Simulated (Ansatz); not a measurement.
# Br on W(100): change of the work function

How does Br on the hollow site change the work function of W(100) as the layer fills?

Method: plane-wave DFT, PBE, Ansatz PAW, in Ansatz 0.2.0.

## (1) Set-up

The cell holds 5 atoms: 5 W. Cell: a = 3.160 Å, b = 3.160 Å, c = 24.320 Å, α = 90.0°, β = 90.0°, γ = 90.0°. Vacuum lies along c.

## (2) The clean slab

The bare slab comes first, as the zero from which every change is counted. The two lowest layers are held at bulk places and the upper ones relax. The dipole correction removes the false field that a one-sided slab makes across the periodic vacuum, so each face gets a flat vacuum level of its own.

File input.yaml:

```yaml
crystal:
  lattice:
    - [3.16, 0.0, 0.0]
    - [0.0, 3.16, 0.0]
    - [0.0, 0.0, 24.32]
  atoms:
    - { symbol: W, position: [0.0, 0.0, 0.3700657895] }
    - { symbol: W, position: [0.5, 0.5, 0.4350328947] }
    - { symbol: W, position: [0.0, 0.0, 0.5] }
    - { symbol: W, position: [0.5, 0.5, 0.5649671053] }
    - { symbol: W, position: [0.0, 0.0, 0.6299342105] }
kpoints:
  mp_grid: { grid: [12, 12, 1] }
hamiltonian:
  xc: pbe
scf:
  occupations: { method: fermi_dirac, width: 0.1 }
  convergence: { dr2_threshold: 1.0e-08 }
efield:
  axis: 3
  dipole_correction: true
  ramp_position: 0.97
  ramp_width: 0.06
relax:
  f_tol: 0.02
  max_steps: 60
  constraints: [{ sites: [0, 1] }]
output:
  write_potential: true
  write_density: true
  volumetric_format: npy
```

Launch:

```
ansatz run input.yaml --threads 4 --pin off --max-ram 6144MiB --backend cpu --events-out ev --progress --plain --runs-dir out
```

Numbers of over 12 decimals in the logs are rounded to 6 here.

Log:

```text
Engine: ansatz 0.2.0, x86_64-unknown-linux-gnu
Pseudopotentials: kind: paw
Pseudopotential: W, paw, valence charge 14, recommended cutoff 420 eV (normal), W.paw.azcp
Functional definition: PBE
  parameter kappa = 0.804
  parameter beta = 0.066725
  exchange = pbe_x(kappa = kappa, mu = beta*pi^2/3)
  correlation = pbe_c(beta = beta)
Crystal: 5 atoms, lattice volume = 242.850 Å³
Basis set: ecut = 420 eV, 4785 PW (Γ), exchange–correlation on 48×48×360 points (8 copies of the dense FFT grid, shifted against one another)
Bands: 42, of which v1, the nominal top of the filled ones, is band 35 counted from 1 (34 counted from 0)
Symmetry: 8 space group operations
k-points: 28 of 144
Non-local potential: W, projectors of the file, l = 0: 3, l = 1: 2, l = 2: 2, l = 3: 1
PAW form: soft (Blöchl's): semilocal exchange-correlation on the pseudo side does not see the compensation charge
PAW one-centre angular grid: W, 590 points (default); XC on 64 Gauss nodes
Initial density: superposition of atomic densities (neutral atoms: chi_scale 0, normalization atom), corrected by the library's trained network
Initial wavefunctions: pseudopotential atomic-orbital guess
Functional: x = pbe(κ = 0.804, μ = 0.219515), c = pbe(β = 0.066725)
SCF iter   1: F=—  HF=-51918.951096 eV  |F-HF|=—  |Δ(HF+E_count)|=         —  Δρ=5.95e-3  dr2=2.55e-1  ethr=1.77e-3  p=0.000 e·Å  D=1.75e-13 V/Å  ΔV_dip=-0.00 eV  dr2_dipole=1.36e-7  V_vac-E_F(+/−)=4.35/4.35 eV  ⟨swp⟩=8.6  Hψ=5700  notcnv=0
efield: sawtooth ramp at fractional position 0.9700 (set: `efield.ramp_position`, or a place that a band, a saddle search or an elastic batch's reference lends), width 0.0600; the density the first Hamiltonian is built on has a dipole p = 0.000 e·Å; the dipole correction subtracts the counter field D = 1.75e-13 V/Å, which shifts the + side's vacuum level by -0.00 eV against the − side's; the planar-averaged density in the ramp window peaks in size at 1.3e-5 e/Å³
preconditioner: auto → LDOS  [metal: Δε(μ)=0.012 eV  Ē_g=4.218 eV  σ=0.100 eV  W_gap=0.03  n_scr=44 (ndim 8)  ℏωp=13.1 eV  f_vac=0.578  D(μ)=6.08/eV (n_scr^D=36)  β→1.0]
SCF iter   2: F=—  HF=-51918.934205 eV  |F-HF|=—  |Δ(HF+E_count)|=   1.69e-2  Δρ=4.40e-3  dr2=1.09e-1  ethr=3.64e-4  p=0.000 e·Å  D=4.17e-6 V/Å  ΔV_dip=-0.00 eV  dr2_dipole=3.08e-7  V_vac-E_F(+/−)=4.26/4.26 eV  ⟨swp⟩=2.3  Hψ=2028  notcnv=0
SCF iter   3: F=—  HF=-51918.923000 eV  |F-HF|=—  |Δ(HF+E_count)|=   1.12e-2  Δρ=1.09e-3  dr2=7.42e-3  ethr=1.56e-4  p=0.000 e·Å  D=2.29e-6 V/Å  ΔV_dip=-0.00 eV  dr2_dipole=1.80e-8  V_vac-E_F(+/−)=4.26/4.26 eV  ⟨swp⟩=2.0  Hψ=1782  notcnv=0
SCF iter   4: F=—  HF=-51918.923163 eV  |F-HF|=—  |Δ(HF+E_count)|=   1.63e-4  Δρ=3.17e-4  dr2=3.30e-4  ethr=1.06e-5  p=0.000 e·Å  D=1.72e-6 V/Å  ΔV_dip=-0.00 eV  dr2_dipole=1.10e-9  V_vac-E_F(+/−)=4.24/4.24 eV  ⟨swp⟩=2.3  Hψ=1596  notcnv=0
SCF iter   5: F=—  HF=-51918.923250 eV  |F-HF|=—  |Δ(HF+E_count)|=   8.72e-5  Δρ=1.24e-4  dr2=3.15e-5  ethr=4.72e-7  p=0.000 e·Å  D=1.00e-6 V/Å  ΔV_dip=-0.00 eV  dr2_dipole=1.10e-10  V_vac-E_F(+/−)=4.23/4.23 eV  ⟨swp⟩=3.1  Hψ=2006  notcnv=0
SCF iter   6: F=—  HF=-51918.923288 eV  |F-HF|=—  |Δ(HF+E_count)|=   3.79e-5  Δρ=4.16e-5  dr2=4.77e-6  ethr=4.50e-8  p=0.000 e·Å  D=2.04e-7 V/Å  ΔV_dip=-0.00 eV  dr2_dipole=2.62e-12  V_vac-E_F(+/−)=4.23/4.23 eV  ⟨swp⟩=2.6  Hψ=2048  notcnv=0
SCF iter   7: F=—  HF=-51918.923579 eV  |F-HF|=—  |Δ(HF+E_count)|=   2.92e-4  Δρ=1.09e-5  dr2=2.41e-7  ethr=6.81e-9  p=0.000 e·Å  D=5.52e-8 V/Å  ΔV_dip=-0.00 eV  dr2_dipole=5.97e-12  V_vac-E_F(+/−)=4.23/4.23 eV  ⟨swp⟩=3.0  Hψ=2272  notcnv=0
SCF iter   8: F=—  HF=-51918.923580 eV  |F-HF|=—  |Δ(HF+E_count)|=   8.24e-7  Δρ=2.94e-6  dr2=3.53e-8  ethr=3.45e-10  p=0.000 e·Å  D=1.23e-9 V/Å  ΔV_dip=-0.00 eV  dr2_dipole=2.46e-13  V_vac-E_F(+/−)=4.23/4.23 eV  ⟨swp⟩=3.1  Hψ=2338  notcnv=0
SCF iter   9: F=-51918.923580 eV  HF=-51918.923580 eV  |F-HF|=8.21e-9  |Δ(HF+E_count)|=   5.96e-8  Δρ=8.66e-7  dr2=5.36e-9  ethr=1.43e-11  p=-0.000 e·Å  D=-1.94e-8 V/Å  ΔV_dip=0.00 eV  dr2_dipole=1.36e-12  V_vac-E_F(+/−)=4.23/4.23 eV  ⟨swp⟩=11.4  Hψ=9033  notcnv=0
SCF 1 converged in 9 iterations: F = -51918.923580 eV  dr2 = 5.36e-9
  greatest PAW one-centre occupation: 1.000 electrons in one spin orbital (limit 2), on the W atom at site 0 (counted from 0), in its partial waves of l = 0
relax step   1: F+E_penalty+E_count = -51918.92358024 eV  Δ(F+E_penalty+E_count) = +0.000e0 eV  max|allowed force component| = 1.592e0 eV/Å  Δτ_max = 0.0000 Å  (9 SCF iters, accepted)
Initial density: handed on by an earlier stage of this run
Initial wavefunctions: those handed on with the density
SCF iter   1: F=—  HF=-51918.860676 eV  |F-HF|=—  |Δ(HF+E_count)|=         —  Δρ=1.54e-2  dr2=6.16e0  ethr=3.10e-3  p=-0.000 e·Å  D=-1.58e-7 V/Å  ΔV_dip=0.00 eV  dr2_dipole=1.87e0  V_vac-E_F(+/−)=4.30/4.30 eV  ⟨swp⟩=6.5  Hψ=3751  notcnv=0
efield: sawtooth ramp at fractional position 0.9700 (set: `efield.ramp_position`, or a place that a band, a saddle search or an elastic batch's reference lends), width 0.0600; the density the first Hamiltonian is built on has a dipole p = -0.000 e·Å; the dipole correction subtracts the counter field D = -1.58e-7 V/Å, which shifts the + side's vacuum level by +0.00 eV against the − side's; the planar-averaged density in the ramp window peaks in size at 1.5e-6 e/Å³
preconditioner: auto → LDOS  [metal: Δε(μ)=0.006 eV  Ē_g=4.379 eV  σ=0.100 eV  W_gap=0.01  n_scr=44 (ndim 8)  ℏωp=13.1 eV  f_vac=0.587  D(μ)=5.24/eV (n_scr^D=14)  β→1.0]
SCF iter   2: F=—  HF=-51918.713987 eV  |F-HF|=—  |Δ(HF+E_count)|=   1.47e-1  Δρ=5.16e-3  dr2=4.47e-1  ethr=3.10e-3  p=0.010 e·Å  D=7.11e-3 V/Å  ΔV_dip=-0.17 eV  dr2_dipole=4.53e-2  V_vac-E_F(+/−)=4.02/4.20 eV  ⟨swp⟩=2.5  Hψ=1825  notcnv=0
SCF iter   3: F=—  HF=-51918.691291 eV  |F-HF|=—  |Δ(HF+E_count)|=   2.27e-2  Δρ=2.17e-3  dr2=7.74e-2  ethr=6.38e-4  p=0.001 e·Å  D=9.34e-4 V/Å  ΔV_dip=-0.02 eV  dr2_dipole=4.37e-3  V_vac-E_F(+/−)=4.21/4.23 eV  ⟨swp⟩=2.5  Hψ=1825  notcnv=0
SCF iter   4: F=—  HF=-51918.684661 eV  |F-HF|=—  |Δ(HF+E_count)|=   6.63e-3  Δρ=4.62e-4  dr2=2.96e-3  ethr=1.11e-4  p=0.004 e·Å  D=2.87e-3 V/Å  ΔV_dip=-0.07 eV  dr2_dipole=7.96e-4  V_vac-E_F(+/−)=4.16/4.23 eV  ⟨swp⟩=2.2  Hψ=1741  notcnv=0
SCF iter   5: F=—  HF=-51918.684364 eV  |F-HF|=—  |Δ(HF+E_count)|=   2.97e-4  Δρ=1.49e-4  dr2=1.60e-4  ethr=4.23e-6  p=0.004 e·Å  D=3.15e-3 V/Å  ΔV_dip=-0.08 eV  dr2_dipole=3.00e-6  V_vac-E_F(+/−)=4.15/4.23 eV  ⟨swp⟩=2.4  Hψ=1933  notcnv=0
[...]
SCF iter   5: F=—  HF=-51919.034444 eV  |F-HF|=—  |Δ(HF+E_count)|=   9.55e-5  Δρ=1.12e-4  dr2=5.69e-5  ethr=4.38e-7  p=0.007 e·Å  D=5.15e-3 V/Å  ΔV_dip=-0.13 eV  dr2_dipole=1.35e-6  V_vac-E_F(+/−)=4.13/4.25 eV  ⟨swp⟩=3.0  Hψ=2336  notcnv=0
SCF iter   6: F=—  HF=-51919.034436 eV  |F-HF|=—  |Δ(HF+E_count)|=   8.51e-6  Δρ=3.86e-5  dr2=9.60e-6  ethr=8.13e-8  p=0.007 e·Å  D=5.01e-3 V/Å  ΔV_dip=-0.12 eV  dr2_dipole=2.38e-6  V_vac-E_F(+/−)=4.13/4.25 eV  ⟨swp⟩=2.0  Hψ=1754  notcnv=0
SCF iter   7: F=—  HF=-51919.034732 eV  |F-HF|=—  |Δ(HF+E_count)|=   2.97e-4  Δρ=1.68e-5  dr2=1.14e-6  ethr=1.37e-8  p=0.006 e·Å  D=4.83e-3 V/Å  ΔV_dip=-0.12 eV  dr2_dipole=2.79e-7  V_vac-E_F(+/−)=4.13/4.25 eV  ⟨swp⟩=2.3  Hψ=1674  notcnv=0
SCF iter   8: F=—  HF=-51919.034732 eV  |F-HF|=—  |Δ(HF+E_count)|=   3.20e-7  Δρ=6.21e-6  dr2=1.03e-7  ethr=1.62e-9  p=0.006 e·Å  D=4.79e-3 V/Å  ΔV_dip=-0.12 eV  dr2_dipole=1.64e-10  V_vac-E_F(+/−)=4.13/4.25 eV  ⟨swp⟩=2.5  Hψ=1992  notcnv=0
SCF iter   9: F=—  HF=-51919.034733 eV  |F-HF|=—  |Δ(HF+E_count)|=   1.32e-7  Δρ=2.56e-6  dr2=3.69e-8  ethr=1.43e-11  p=0.006 e·Å  D=4.77e-3 V/Å  ΔV_dip=-0.12 eV  dr2_dipole=6.28e-10  V_vac-E_F(+/−)=4.13/4.25 eV  ⟨swp⟩=12.2  Hψ=9834  notcnv=0
SCF iter  10: F=-51919.034733 eV  HF=-51919.034733 eV  |F-HF|=8.20e-9  |Δ(HF+E_count)|=   8.29e-9  Δρ=7.82e-7  dr2=2.92e-9  ethr=1.43e-11  p=0.006 e·Å  D=4.77e-3 V/Å  ΔV_dip=-0.12 eV  dr2_dipole=2.49e-11  V_vac-E_F(+/−)=4.13/4.25 eV  ⟨swp⟩=9.2  Hψ=8754  notcnv=0
SCF 3 converged in 10 iterations: F = -51919.034733 eV  dr2 = 2.92e-9
relax step   3: F+E_penalty+E_count = -51919.03473260 eV  Δ(F+E_penalty+E_count) = -1.112e-1 eV  max|allowed force component| = 2.016e-1 eV/Å  Δτ_max = 0.0990 Å  (10 SCF iters, accepted)
SCF iter   1: F=—  HF=-51919.036585 eV  |F-HF|=—  |Δ(HF+E_count)|=         —  Δρ=7.31e-4  dr2=7.74e-3  ethr=3.62e-4  p=0.006 e·Å  D=4.77e-3 V/Å  ΔV_dip=-0.12 eV  dr2_dipole=1.41e-3  V_vac-E_F(+/−)=4.13/4.25 eV  ⟨swp⟩=1.9  Hψ=1723  notcnv=0
efield: sawtooth ramp at fractional position 0.9700 (set: `efield.ramp_position`, or a place that a band, a saddle search or an elastic batch's reference lends), width 0.0600; the density the first Hamiltonian is built on has a dipole p = 0.006 e·Å; the dipole correction subtracts the counter field D = 4.77e-3 V/Å, which shifts the + side's vacuum level by -0.12 eV against the − side's; the planar-averaged density in the ramp window peaks in size at 2.1e-6 e/Å³
preconditioner: auto → LDOS  [metal: Δε(μ)=0.017 eV  Ē_g=4.256 eV  σ=0.100 eV  W_gap=0.04  n_scr=44 (ndim 8)  ℏωp=13.1 eV  f_vac=0.581  D(μ)=6.09/eV (n_scr^D=36)  β→1.0]
SCF iter   2: F=—  HF=-51919.036460 eV  |F-HF|=—  |Δ(HF+E_count)|=   1.25e-4  Δρ=4.41e-4  dr2=2.28e-3  ethr=1.11e-5  p=0.006 e·Å  D=4.44e-3 V/Å  ΔV_dip=-0.11 eV  dr2_dipole=2.62e-5  V_vac-E_F(+/−)=4.14/4.25 eV  ⟨swp⟩=2.0  Hψ=1771  notcnv=0
SCF iter   3: F=—  HF=-51919.036277 eV  |F-HF|=—  |Δ(HF+E_count)|=   1.83e-4  Δρ=1.27e-4  dr2=1.73e-4  ethr=3.26e-6  p=0.006 e·Å  D=4.65e-3 V/Å  ΔV_dip=-0.11 eV  dr2_dipole=2.40e-8  V_vac-E_F(+/−)=4.14/4.25 eV  ⟨swp⟩=2.1  Hψ=1634  notcnv=0
SCF iter   4: F=—  HF=-51919.036254 eV  |F-HF|=—  |Δ(HF+E_count)|=   2.39e-5  Δρ=2.81e-5  dr2=2.75e-6  ethr=2.47e-7  p=0.006 e·Å  D=4.59e-3 V/Å  ΔV_dip=-0.11 eV  dr2_dipole=2.07e-8  V_vac-E_F(+/−)=4.14/4.25 eV  ⟨swp⟩=3.1  Hψ=1951  notcnv=0
SCF iter   5: F=—  HF=-51919.036537 eV  |F-HF|=—  |Δ(HF+E_count)|=   2.84e-4  Δρ=1.20e-5  dr2=5.50e-7  ethr=3.93e-9  p=0.006 e·Å  D=4.56e-3 V/Å  ΔV_dip=-0.11 eV  dr2_dipole=7.34e-9  V_vac-E_F(+/−)=4.14/4.25 eV  ⟨swp⟩=2.9  Hψ=2275  notcnv=0
SCF iter   6: F=—  HF=-51919.036538 eV  |F-HF|=—  |Δ(HF+E_count)|=   4.48e-7  Δρ=5.05e-6  dr2=1.34e-7  ethr=7.86e-10  p=0.006 e·Å  D=4.56e-3 V/Å  ΔV_dip=-0.11 eV  dr2_dipole=2.26e-9  V_vac-E_F(+/−)=4.14/4.25 eV  ⟨swp⟩=2.3  Hψ=1807  notcnv=0
SCF iter   7: F=—  HF=-51919.036538 eV  |F-HF|=—  |Δ(HF+E_count)|=   1.56e-7  Δρ=1.70e-6  dr2=1.87e-8  ethr=1.91e-10  p=0.006 e·Å  D=4.56e-3 V/Å  ΔV_dip=-0.11 eV  dr2_dipole=2.65e-10  V_vac-E_F(+/−)=4.14/4.25 eV  ⟨swp⟩=2.4  Hψ=1681  notcnv=0
SCF iter   8: F=-51919.036538 eV  HF=-51919.036538 eV  |F-HF|=8.22e-10  |Δ(HF+E_count)|=   2.06e-8  Δρ=2.86e-7  dr2=4.82e-10  ethr=1.43e-11  p=0.006 e·Å  D=4.56e-3 V/Å  ΔV_dip=-0.11 eV  dr2_dipole=4.91e-11  V_vac-E_F(+/−)=4.14/4.25 eV  ⟨swp⟩=11.2  Hψ=8810  notcnv=0
SCF 4 converged in 8 iterations: F = -51919.036538 eV  dr2 = 4.82e-10
relax step   4: F+E_penalty+E_count = -51919.03653794 eV  Δ(F+E_penalty+E_count) = -1.805e-3 eV  max|allowed force component| = 1.013e-2 eV/Å  Δτ_max = 0.0132 Å  (8 SCF iters, accepted)
NSCF: frozen V_eff on 28 k-points
the band table was solved once a step of the walk had ended and its energy, with any forces and stress, was formed, with the checks that follow a solve (5699 applications of the Hamiltonian). They found nothing against the state; the energy, forces and stress were not computed again (output.eigenvalues in the input reference)
WARN: The output density's exchange-correlation potential varies sharply where the density is thin. Do not read a vacuum level from v_tot or v_xc, or from such a field of the output density. On a cell that repeats whose density bears no net charge and no dipole along the vacuum's axis use v_es (v_loc + v_h of the components); under efield.dipole_correction with no amplitude use v_es + v_field, which holds any externa [...]
SCF converged after 8 iterations
Free energy (F): -51919.036538 eV
Harris-Foulkes:  -51919.036538 eV  (|F-HF|=8.22e-10)
Internal energy: -51918.841452 eV  (E = F + TS)
E sigma→0 (E₀):  -51918.938995 eV
Entropy (-TS):   -0.195086 eV (-39.017 meV/atom)
Fermi energy:    4.625999 eV
Dipole field:    D = 0.004553 V/Å  (p = 0.006111 e·Å, saw-weighted, corrected)
Work function:   Φ+ = 4.1402 eV   Φ− = 4.2509 eV
Levels:          The Fermi level and band energies are counted from a zero that moves with the ramp; work functions are not
--- Per-component energies (eV) ---
  E_band       = -1645.874116
  E_kinetic    = 2239.392052
  E_local      = -86026.431522  (includes V_loc(G=0)·N_el)
  E_nonlocal   = 8.030762
  E_hartree    = 41971.393688
  E_xc         = -1327.462600
  E_vxc        = -1184.410985  (∫ρ·V_xc dr)
  E_paw        = -42812.968297  (= ΣΔE_a)
  E_vpaw       = -625.239658  (= ΣTr[D̂ρ^β])
  E_aug_tail   = -0.000292  (compensation charges beyond the density's cutoff)
  E_efield     = 0.000014  (sawtooth field / dipole correction)
  E_vefield    = 0.001484  (∫n·V_field dr)
  E_ewald      = 34029.204743
  E_smearing   = -0.195086  (= −TS)
  E_closure    = -0.000000  (closes the sum)
  Σ components = -51919.036538   (vs F -51919.036538, Δ=0.00e0)
--- Forces (eV/Å), atoms counted from 1 ---
  atom   1  W      0.00000000    -0.00000000     1.17619821
  atom   2  W     -0.00000000     0.00000000    -1.16365804
  atom   3  W      0.00000000     0.00000000     0.00643864
  atom   4  W     -0.00000000    -0.00000000    -0.00883332
  atom   5  W     -0.00000000     0.00000000    -0.01013388
  max |Σ_I F_I| component: 1.16e-5 eV/Å
--- Band table (eV; the first three rows and the last of 28) ---
  k-point 0: bands = [... 31 lower, 3.9668, 3.9668, 4.2629, 4.3964, 4.5526, 4.7209, 4.7256, 4.7256, ... 3 higher]
  k-point 1: bands = [... 31 lower, 3.9951, 4.0760, 4.0848, 4.3099, 4.4402, 4.6657, 5.2346, 5.2855, ... 3 higher]
  k-point 2: bands = [... 31 lower, 3.8308, 3.8974, 3.9275, 4.0569, 4.7980, 5.0730, 5.4757, 5.6383, ... 3 higher]
  k-point 27: bands = [... 31 lower, 3.6812, 3.6812, 6.3929, 6.3929, 6.4506, 6.5904, 7.0051, 7.0051, ... 3 higher]
--- Relaxed structure (4 steps of the walk, 3 accepted, 0 SCFs on fresh bases) ---
  F+E_penalty+E_count = -51919.03653794 eV   max|allowed force component| = 1.013e-2 eV/Å
  atoms:
    - { symbol: W, position: [0.0, 0.0, 0.3700657895] }
    - { symbol: W, position: [0.500000, 0.500000, 0.435033] }
    - { symbol: W, position: [0, 0, 0.499966] }
    - { symbol: W, position: [0.500000, 0.500000, 0.567590] }
    - { symbol: W, position: [-5.27492653812538e-18, 0, 0.626407] }
```

Wall time 19 s (4 threads of Intel Xeon Platinum 8488C (Sapphire Rapids), shared host); peak memory 0.7 GiB; 67 s of CPU time.

Step by step:

```
step  energy less that of the first step (eV)  largest force component (eV/Å)
   1                                   0.0000                          1.5923
   2                                   0.2389                          2.9711
   3                                  -0.1112                          0.2016
   4                                  -0.1130                          0.0101
```

Relaxation step 2 was tried and not accepted.

The run keeps the 8 symmetry operations that it works with, so distortions that break them were not tested.

The atoms that moved most (Å):

```
atom     dx     dy      dz  length
  W5  0.000  0.000  -0.086   0.086
  W4  0.000  0.000   0.064   0.064
```

The relaxed structure:

```xyz
5
Lattice="3.1600 0.0000 0.0000 0.0000 3.1600 0.0000 0.0000 0.0000 24.3200" Properties=species:S:1:pos:R:3
W     0.0000    0.0000    9.0000
W     1.5800    1.5800   10.5800
W     0.0000    0.0000   12.1592
W     1.5800    1.5800   13.8038
W     0.0000    0.0000   15.2342
```

This step gave:

| Item | Value |
| --- | --- |
| energy at zero smearing | -51918.9390 eV |
| work function, upper face | 4.140 eV |
| work function, lower face | 4.251 eV |
| dipole along the normal | 0.006111 e·Å |
| step between the vacuum levels | -0.1107 eV |

Running mean over 1.58 Å of the planar mean; the ramp of the sawtooth is left out. Electron's electrostatic potential energy less the Fermi level against z:

```
z (Å)  electron's electrostatic potential energy less the Fermi level (eV)
  3.0                                                                 4.25
  3.5                                                                 4.25
  4.0                                                                 4.25
  4.5                                                                 4.25
  5.0                                                                 4.24
  5.5                                                                 4.22
  6.0                                                                 4.16
  6.5                                                                 3.97
  7.0                                                                 3.41
  7.5                                                                 1.68
  8.0                                                                -2.58
  8.5                                                                -8.00
  9.0                                                                -11.3
  9.5                                                                -12.2
 10.0                                                                -12.4
 10.5                                                                -12.5
 11.0                                                                -12.6
 11.5                                                                -12.7
 12.0                                                                -12.6
 12.5                                                                -12.2
 13.0                                                                -12.0
 13.5                                                                -12.4
 14.0                                                                -13.4
 14.5                                                                -13.9
 15.0                                                                -13.0
 15.5                                                                -10.2
 16.0                                                                -5.21
 16.5                                                              -0.0115
 17.0                                                                 2.77
 17.5                                                                 3.68
 18.0                                                                 3.99
 18.5                                                                 4.09
 19.0                                                                 4.12
 19.5                                                                 4.13
 20.0                                                                 4.14
 20.5                                                                 4.14
 21.0                                                                 4.14
```

The relaxation took 4 steps and lowered the energy by 0.11 eV; the largest force on the free atoms ends at 0.010 eV/Å.

The work function of the upper face is 4.14 eV.

(Continued in part 2 of 3.)

[Logs are printed without paths, hosts, clocks, repeated set-up lines and the standing remarks that a program may print on its own settings, such as how far it seeks lower states.]

[Hosts, paths, dates, database ids (printed as entryN), source tags and the programs' standing remarks are cut or masked in the printed files.]

[Maps of the electrostatic potential energy from Ansatz leave out the sawtooth potential of an applied field or a dipole correction, so their vacuum need not be flat; planar profiles and work functions include it.]
